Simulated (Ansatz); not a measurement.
# A failed many-body run on WSe2 (P6_3/mmc)

Aim: the G0W0 gap of WSe2 (P6_3/mmc). The first input has a fault.

Method: G0W0 on PBE, plane waves, PAW, in Ansatz 0.2.0.

The database entry behind the starting cell differs from later determinations by our own check (a about 0.2 % long), so it need not match the best structure at ambient conditions.

## 1. Set-up

The structure is hexagonal, space group P6_3/mmc (No. 194). Conventional cell: a = 3.290 Å, b = 3.290 Å, c = 12.970 Å, α = 90.00°, β = 90.00°, γ = 120.00°. Nearest to W lie 6 Se at 2.53 Å. Nearest to Se lie 3 W at 2.53 Å. Farther neighbours and most contacts between anions are not listed.

The cell and positions come from the Crystallography Open Database and are kept as given unless a step says otherwise. Spin-orbit coupling is left out unless a step names it. The default PAW set here is soft_2. Its files were made with PBE.

## 2. First try

Contents of input.yaml:

```yaml
crystal:
  lattice:
    - [3.29, 0.0, 0.0]
    - [-1.645, 2.8492235785, 0.0]
    - [0.0, 0.0, 12.97]
  atoms:
    - { symbol: W, position: [0.3333333333, 0.6666666667, 0.25] }
    - { symbol: W, position: [0.6666666667, 0.3333333333, 0.75] }
    - { symbol: Se, position: [0.3333333333, 0.6666666667, 0.621] }
    - { symbol: Se, position: [0.6666666667, 0.3333333333, 0.121] }
    - { symbol: Se, position: [0.3333333333, 0.6666666667, 0.879] }
    - { symbol: Se, position: [0.6666666667, 0.3333333333, 0.379] }
kpoints:
  mp_grid: { grid: [6, 6, 2] }
hamiltonian:
  xc: pbe
scf:
  occupations: { method: fixed }
gw:
  n_empty_bands: 4
  ecut_chi: 40
  qp_bands: [v2, c2]
  qp_kpoints: band_edges
  screening: { model: contour_deformation }
```

Launch:

```
ansatz run input.yaml --threads 3 --pin off --max-ram 92160MiB --backend cuda --events-out ev --progress --plain --runs-dir out --devices 1 --max-vram 13GiB
```

Numbers of over 12 decimals in the logs are rounded to 6 here.

The log of the run:

```text
GPUs: using 1 of 1 available (devices: 1).
Engine: ansatz 0.2.0, x86_64-unknown-linux-gnu
Pseudopotentials: kind: paw
Pseudopotential: W, paw, valence charge 14, recommended cutoff 420 eV (normal), W.paw.azcp
Pseudopotential: Se, paw, valence charge 16, recommended cutoff 420 eV (normal), Se.paw.azcp
Functional definition: PBE
  parameter kappa = 0.804
  parameter beta = 0.066725
  exchange = pbe_x(kappa = kappa, mu = beta*pi^2/3)
  correlation = pbe_c(beta = beta)
device memory: the entry about to start is reckoned to put 2.5 GiB on a device that reports 37.5 GiB free (of which the cap on the GPU budget leaves the run 13.0 GiB)
GPU FFT provider: cuFFT
GPU libraries: cuBLAS 13.8.2, cuFFT 12.4.0, cuSOLVER 12.3.4
Crystal: 6 atoms, lattice volume = 121.580 Å³
Basis set: ecut = 420 eV, 2419 PW (Γ)
Bands: 56, of which v1, the nominal top of the filled ones, is band 46 counted from 1 (45 counted from 0)
Symmetry: 24 space group operations
Space group: P63/mmc (ITA 194), of the structure as read, at distance tolerance 5.0e-5 Å
k-points: 14 of 72
Non-local potential: W, projectors of the file, l = 0: 3, l = 1: 2, l = 2: 2, l = 3: 1
Non-local potential: Se, projectors of the file, l = 0: 2, l = 1: 2, l = 2: 3, l = 3: 1
PAW form: soft (Blöchl's): semilocal exchange-correlation on the pseudo side does not see the compensation charge
PAW one-centre angular grid: W, 590 points (default); XC on 64 Gauss nodes
PAW one-centre angular grid: Se, 590 points (default); XC on 64 Gauss nodes
Initial density: superposition of atomic densities (neutral atoms: chi_scale 0, normalization atom), corrected by the library's trained network
Initial wavefunctions: pseudopotential atomic-orbital guess
GPU buffer pool allocated for 51840 grid points (all kernels)
GPU transforms: local potential and band sums: pruned to the plane-wave sphere, on 24×24×90
Functional: x = pbe(κ = 0.804, μ = 0.219515), c = pbe(β = 0.066725)
SCF iter   1: F=—  HF=-42649.193134 eV  |F-HF|=—  |Δ(HF+E_count)|=         —  Δρ=4.34e-3  dr2=5.50e-3  ethr=1.77e-3  ⟨swp⟩=4.9  Hψ=2498  notcnv=0  defer=92
preconditioner: auto → Resta (q_TF=auto, 2.604 Å⁻¹)  ε∞=6.0  [insulator: Δε(μ)=0.971 eV  Ē_g=8.998 eV  n_scr=40 (ndim 8)  ℏωp=20.2 eV  f_vac=0.044  ε∞_Penn≈6.0]
SCF iter   2: F=—  HF=-42649.201845 eV  |F-HF|=—  |Δ(HF+E_count)|=   8.71e-3  Δρ=2.52e-3  dr2=1.82e-3  ethr=5.98e-6  ⟨swp⟩=2.0  Hψ=1359  notcnv=0  defer=110
SCF iter   3: F=—  HF=-42649.206144 eV  |F-HF|=—  |Δ(HF+E_count)|=   4.30e-3  Δρ=3.93e-4  dr2=4.51e-4  ethr=1.98e-6  ⟨swp⟩=2.0  Hψ=1049  notcnv=0  defer=110
SCF iter   4: F=—  HF=-42649.206086 eV  |F-HF|=—  |Δ(HF+E_count)|=   5.79e-5  Δρ=8.88e-5  dr2=4.57e-6  ethr=4.90e-7  ⟨swp⟩=2.4  Hψ=1304  notcnv=0  defer=54
SCF iter   5: F=—  HF=-42649.206097 eV  |F-HF|=—  |Δ(HF+E_count)|=   1.03e-5  Δρ=3.25e-5  dr2=6.45e-7  ethr=4.97e-9  ⟨swp⟩=2.4  Hψ=1363  notcnv=0  defer=41
SCF iter   6: F=-42649.206099 eV  HF=-42649.206099 eV  |F-HF|=3.65e-8  |Δ(HF+E_count)|=   2.01e-6  Δρ=5.87e-6  dr2=6.00e-8  ethr=1.09e-10  ⟨swp⟩=9.3  Hψ=2914  notcnv=0
SCF 1 converged in 6 iterations: F = -42649.206099 eV  dr2 = 6.00e-8
[...]
device memory: the entry about to start is reckoned to put 3.2 GiB (of the 3.2 GiB reckoned in all, the device holds 0.1 GiB already) on a device that reports 36.8 GiB free (of which the cap on the GPU budget leaves the run 13.0 GiB)
NSCF: frozen V_eff on 14 k-points
[...]
device memory: the entry about to start is reckoned to put 2.2 GiB on a device that reports 37.4 GiB free (of which the cap on the GPU budget leaves the run 13.0 GiB)
NSCF: frozen V_eff on 14 k-points
G₀W₀ screening: q 1/14
[... further progress lines ...]
SCF converged after 6 iterations
Free energy (F): -42649.206099 eV
Harris-Foulkes:  -42649.206099 eV  (|F-HF|=3.65e-8)
Internal energy: -42649.206099 eV  (E = F + TS)
E sigma→0 (E₀):  -42649.206099 eV
Fermi energy:    12.956967 eV
[...]
k-point 2: bands = [... 42 lower, 11.1115, 11.8714, 11.9044, 12.2882, 14.6109, 15.1432, 15.2162, 15.2868, ... 6 higher]
  k-point 13: bands = [... 42 lower, 10.2227, 10.2227, 12.6187, 12.6187, 14.2841, 14.2841, 15.3888, 15.3888, ... 6 higher]
--- G₀W₀: contour deformation, 7 samples at zero and on the imaginary axis and 1 off it, 72 q-points, 4 empty bands' worth ---
  eigenvalues of the whole cell's RPA ε∞ on this k-mesh (on a slab, of 1 + 4πα/V) = 4.6115, 11.2572, 11.2572; static W/v taken at q = 0 is 0.091562
  bands read: the sum over 50 bands ends inside a degenerate multiplet in 1 slot, whose members it reads at an even weight; the widest, k=12: bands 50 to 51 (counted from 1) at 1/2 each
  gw.qp_kpoints: band_edges: 14 of 14 stored k-points solved, in 2 passes; an edge of the gap read off the rows below is read off those points alone
  `?` marks the rows in doubt; gw_qp.tsv's column doubts and the gw_qp event give each row's grounds
    ik  band        ε_KS         Σx   Σc(E_QP)       V_xc       Z   E_QP_lin       E_QP  E_QP is
     0    45     11.8899   -18.1406     2.6840   -15.9334  0.7652    12.3601    12.3667  root
     0    46     12.9570   -19.3876     1.7632   -18.7647  0.7311    14.0769    14.0972  root
     0    47     15.5966   -13.8666    -1.4425   -18.2073  0.8167    18.5248    18.4948  root ?
     0    48     15.5966   -13.8666    -1.4425   -18.2073  0.8167    18.5248    18.4948  root ?
     1    45     12.7404   -19.0852     1.9473   -18.1680  0.7343    13.7511    13.7706  root
     1    46     12.7404   -19.0852     1.9473   -18.1680  0.7343    13.7511    13.7706  root
     1    47     15.6022   -13.8250    -1.6534   -18.1422  0.8096    18.4234    18.2660  root ?
     1    48     15.6022   -13.8250    -1.6534   -18.1422  0.8096    18.4234    18.2660  root ?
     2    45     11.9044   -18.2161     2.6472   -16.0438  0.7642    12.3729    12.3793  root
     2    46     12.2882   -19.0903     2.0519   -18.0623  0.7209    13.2897    13.3121  root
     2    47     14.6109   -13.3548    -2.2021   -17.3791  0.7608    16.5720    16.4332  root ?
     2    48     15.1432   -14.0259    -1.4159   -18.5019  0.8273    18.3001    18.2033  root
     3    45     12.2424   -19.0432     2.1361   -17.8777  0.7238    13.1921    13.2131  root
     3    46     12.2424   -19.0432     2.1361   -17.8777  0.7238    13.1921    13.2131  root
     3    47     14.8912   -13.7546    -2.1411   -17.9189  0.7684    17.0767    16.9144  root ?
     3    48     14.8912   -13.7546    -2.1411   -17.9189  0.7684    17.0767    16.9144  root ?
     4    45     11.4973   -19.1108     2.6629   -17.0744  0.7330    12.1117    12.1238  root
     4    46     11.5135   -18.5265     2.4200   -16.9929  0.7006    12.3751    12.3999  root
     4    47     14.5090   -13.7559    -2.5122   -17.9718  0.7378    16.3416    16.2126  root ?
     4    48     14.8782   -15.2421    -2.6763   -19.6682  0.7239    16.7813    16.6280  root ?
     5    45     11.4420   -18.4264     2.4617   -16.8185  0.7011    12.2718    12.2958  root
     5    46     11.4420   -18.4264     2.4617   -16.8185  0.7011    12.2718    12.2958  root
     5    47     14.8327   -14.0851    -2.5311   -18.4614  0.7417    16.8455    16.6779  root ?
     5    48     14.8327   -14.0851    -2.5311   -18.4614  0.7417    16.8455    16.6779  root ?
     6    45     11.6811   -17.9645     2.4079   -16.3480  0.7199    12.4542    12.4725  root
[...]
6    47     15.0857   -16.5319    -3.1536   -21.4451  0.6994    17.0332    16.8454  root ?
     6    48     15.1255   -16.4910    -3.1396   -21.4304  0.7006    17.1209    16.9253  root ?
[...]
7    47     15.1029   -16.5087    -3.1465   -21.4331  0.6999    17.0714    16.8807  root ?
[...]
11    46     12.1171   -18.4808     2.1222   -17.2953  0.7215    13.0334    13.0538  root
[...]
11    48     14.7878   -14.6259    -2.5018   -18.8732  0.7333    16.6905    16.5333  root ?
    12    45     12.5131   -18.1546     1.7844   -17.4202  0.7216    13.5425    13.5631  root
    12    46     12.7588   -18.7791     1.6775   -18.2077  0.7248    13.8450    13.8648  root
    12    47     14.2840   -15.5743    -2.4432   -19.6941  0.7181    16.0787    15.9607  root ?
    12    48     14.2840   -15.5743    -2.4432   -19.6941  0.7181    16.0787    15.9607  root ?
    13    45     12.6187   -18.3733     1.7289   -17.7227  0.7235    13.6767    13.6971  root
    13    46     12.6187   -18.3733     1.7289   -17.7227  0.7235    13.6767    13.6971  root
    13    47     14.2841   -15.5713    -2.4436   -19.6909  0.7181    16.0780    15.9602  root ?
    13    48     14.2841   -15.5713    -2.4436   -19.6909  0.7181    16.0780    15.9602  root ?
```

It took 22 s on 1 × NVIDIA H100 80GB HBM3 (shared by 6 runs) with 3 threads of AMD EPYC 7R13 (Zen 3), shared host; peak memory 1.1 GiB.

Reading the cycles: dr2 is the Hartree energy of the density residual (eV), the measure of convergence; HF is the Harris–Foulkes estimate of the energy, which meets the free energy F at convergence.

**Diagnosis.**

The run ended normally, though the input holds a fault or crude settings.

The fault: four empty bands in G0W0. The sums over empty states are cut off almost at the gap, so screening and correlation are far from complete.

It printed a gap of 1.49 eV, which is an artefact of the settings.

## 3. A better input

G0W0 replaces the xc potential by the self-energy, built once from these orbitals. Only a window of levels is corrected, while the sums run over the empty bands that the input names.

Changes to input.yaml since step 2:

```diff
@@ -19,4 +19,4 @@
 gw:
-  n_empty_bands: 4
-  ecut_chi: 40
+  n_empty_bands: 362
+  ecut_chi: 120
   qp_bands: [v2, c2]
```

The log of the run:

```text
GPUs: using 1 of 1 available (devices: 1).
[...]
GPU FFT provider: cuFFT
GPU libraries: cuBLAS 13.8.2, cuFFT 12.4.0, cuSOLVER 12.3.4
Crystal: 6 atoms, lattice volume = 121.580 Å³
Basis set: ecut = 420 eV, 2419 PW (Γ)
Bands: 56, of which v1, the nominal top of the filled ones, is band 46 counted from 1 (45 counted from 0)
[... 1 set-up line as in the run before ...]
[...]
k-points: 14 of 72
[...]
GPU buffer pool allocated for 51840 grid points (all kernels)
[...]
SCF iter   1: F=—  HF=-42649.193134 eV  |F-HF|=—  |Δ(HF+E_count)|=         —  Δρ=4.34e-3  dr2=5.50e-3  ethr=1.77e-3  ⟨swp⟩=4.9  Hψ=2498  notcnv=0  defer=92
[...]
SCF iter   6: F=-42649.206099 eV  HF=-42649.206099 eV  |F-HF|=3.65e-8  |Δ(HF+E_count)|=   2.01e-6  Δρ=5.87e-6  dr2=6.00e-8  ethr=1.09e-10  ⟨swp⟩=9.3  Hψ=2914  notcnv=0
SCF 1 converged in 6 iterations: F = -42649.206099 eV  dr2 = 6.00e-8
[...]
0    45     11.8899   -18.1406     1.7137   -15.9334  0.7684    11.3922    11.3964  root
     0    46     12.9570   -19.3876     0.4604   -18.7647  0.7534    12.7942    12.7945  root
     0    47     15.5966   -13.8666    -4.1047   -18.2073  0.7559    15.8337    15.8326  root
     0    48     15.5966   -13.8666    -4.1047   -18.2073  0.7559    15.8337    15.8326  root
     1    45     12.7404   -19.0852     0.6986   -18.1680  0.7553    12.5213    12.5219  root
     1    46     12.7404   -19.0852     0.6986   -18.1680  0.7553    12.5213    12.5219  root
     1    47     15.6022   -13.8250    -4.0909   -18.1422  0.7548    15.8296    15.8285  root
     1    48     15.6022   -13.8250    -4.0909   -18.1422  0.7548    15.8296    15.8285  root
[...]
13    45     12.6187   -18.3733     0.4479   -17.7227  0.7528    12.4156    12.4160  root
    13    46     12.6187   -18.3733     0.4479   -17.7227  0.7528    12.4156    12.4160  root
    13    47     14.2841   -15.5713    -3.8822   -19.6909  0.7464    14.5225    14.5216  root
    13    48     14.2841   -15.5713    -3.8822   -19.6909  0.7464    14.5225    14.5216  root
[key lines of the parts left out:]
SCF converged after 6 iterations
Free energy (F): -42649.206099 eV
Fermi energy:    12.956967 eV
```

It took 57 s on 1 × NVIDIA H100 80GB HBM3 (shared by 6 runs) with 3 threads; peak memory 1.6 GiB; 91 s of CPU time.

This step gave:

- bands summed: 408
- RPA ε∞ on this mesh (eigenvalues): 7.125, 15.37, 15.37
- plane waves in the screening matrix: 341
- q-points in the mesh: 72
- G0W0 gap on the mesh: 1.261 eV
- k of the valence top: 0, 0, 0
- k of the conduction bottom: 0.1667, 0.1667, 0
- starting gap on the mesh: 0.9758 eV
- Z at the valence top: 0.7534
- Z at the conduction bottom: 0.7648
- least direct G0W0 gap on the computed points: 1.948 eV

The gap on the mesh goes from 0.98 eV to 1.26 eV, a correction of +0.28 eV. Between the two edge states, bare exchange in place of the xc potential would open the gap by 4.35 eV, and correlation takes back 4.06 eV.

## 4. Outcome

```yaml
first_try: converged after 22 s
better_run: G0W0 gap on the mesh 1.26 eV (6×6×2 mesh, 362 empty bands, screening to 120 eV)
```

What this shows: The second run differs in: empty bands and screening cutoff (eV). Bands and cutoff are finite, so the gap is not at the basis limit. The miss can reach some tenths of an eV and take either sign; the mesh is an error of its own. The 6×6×2 mesh is coarse for this cell (its supercell is 20 Å along the shortest edge). The RPA ε∞ on it, from the PBE start, is 7.13 and 15.37; such meshes misread the long-range screening, most where the gap is narrow. The many-body steps are scalar-relativistic: spin-orbit coupling is not in them.

[Paths, hosts, dates, memory and timing lines, banners, echoed tables and standing remarks are left out of the program output.]

[Logs are printed without paths, hosts, clocks, repeated set-up lines and the standing remarks that a program may print on its own settings, such as how far it seeks lower states.]

[Runs of the session that timed out or met a known fault of the program may be left out.]

[Cells called generated may have been cut or substituted from an entry of the Crystallography Open Database or the Materials Project.]

[Hosts, paths, dates, database ids (printed as entryN), source tags and the programs' standing remarks are cut or masked in the printed files.]
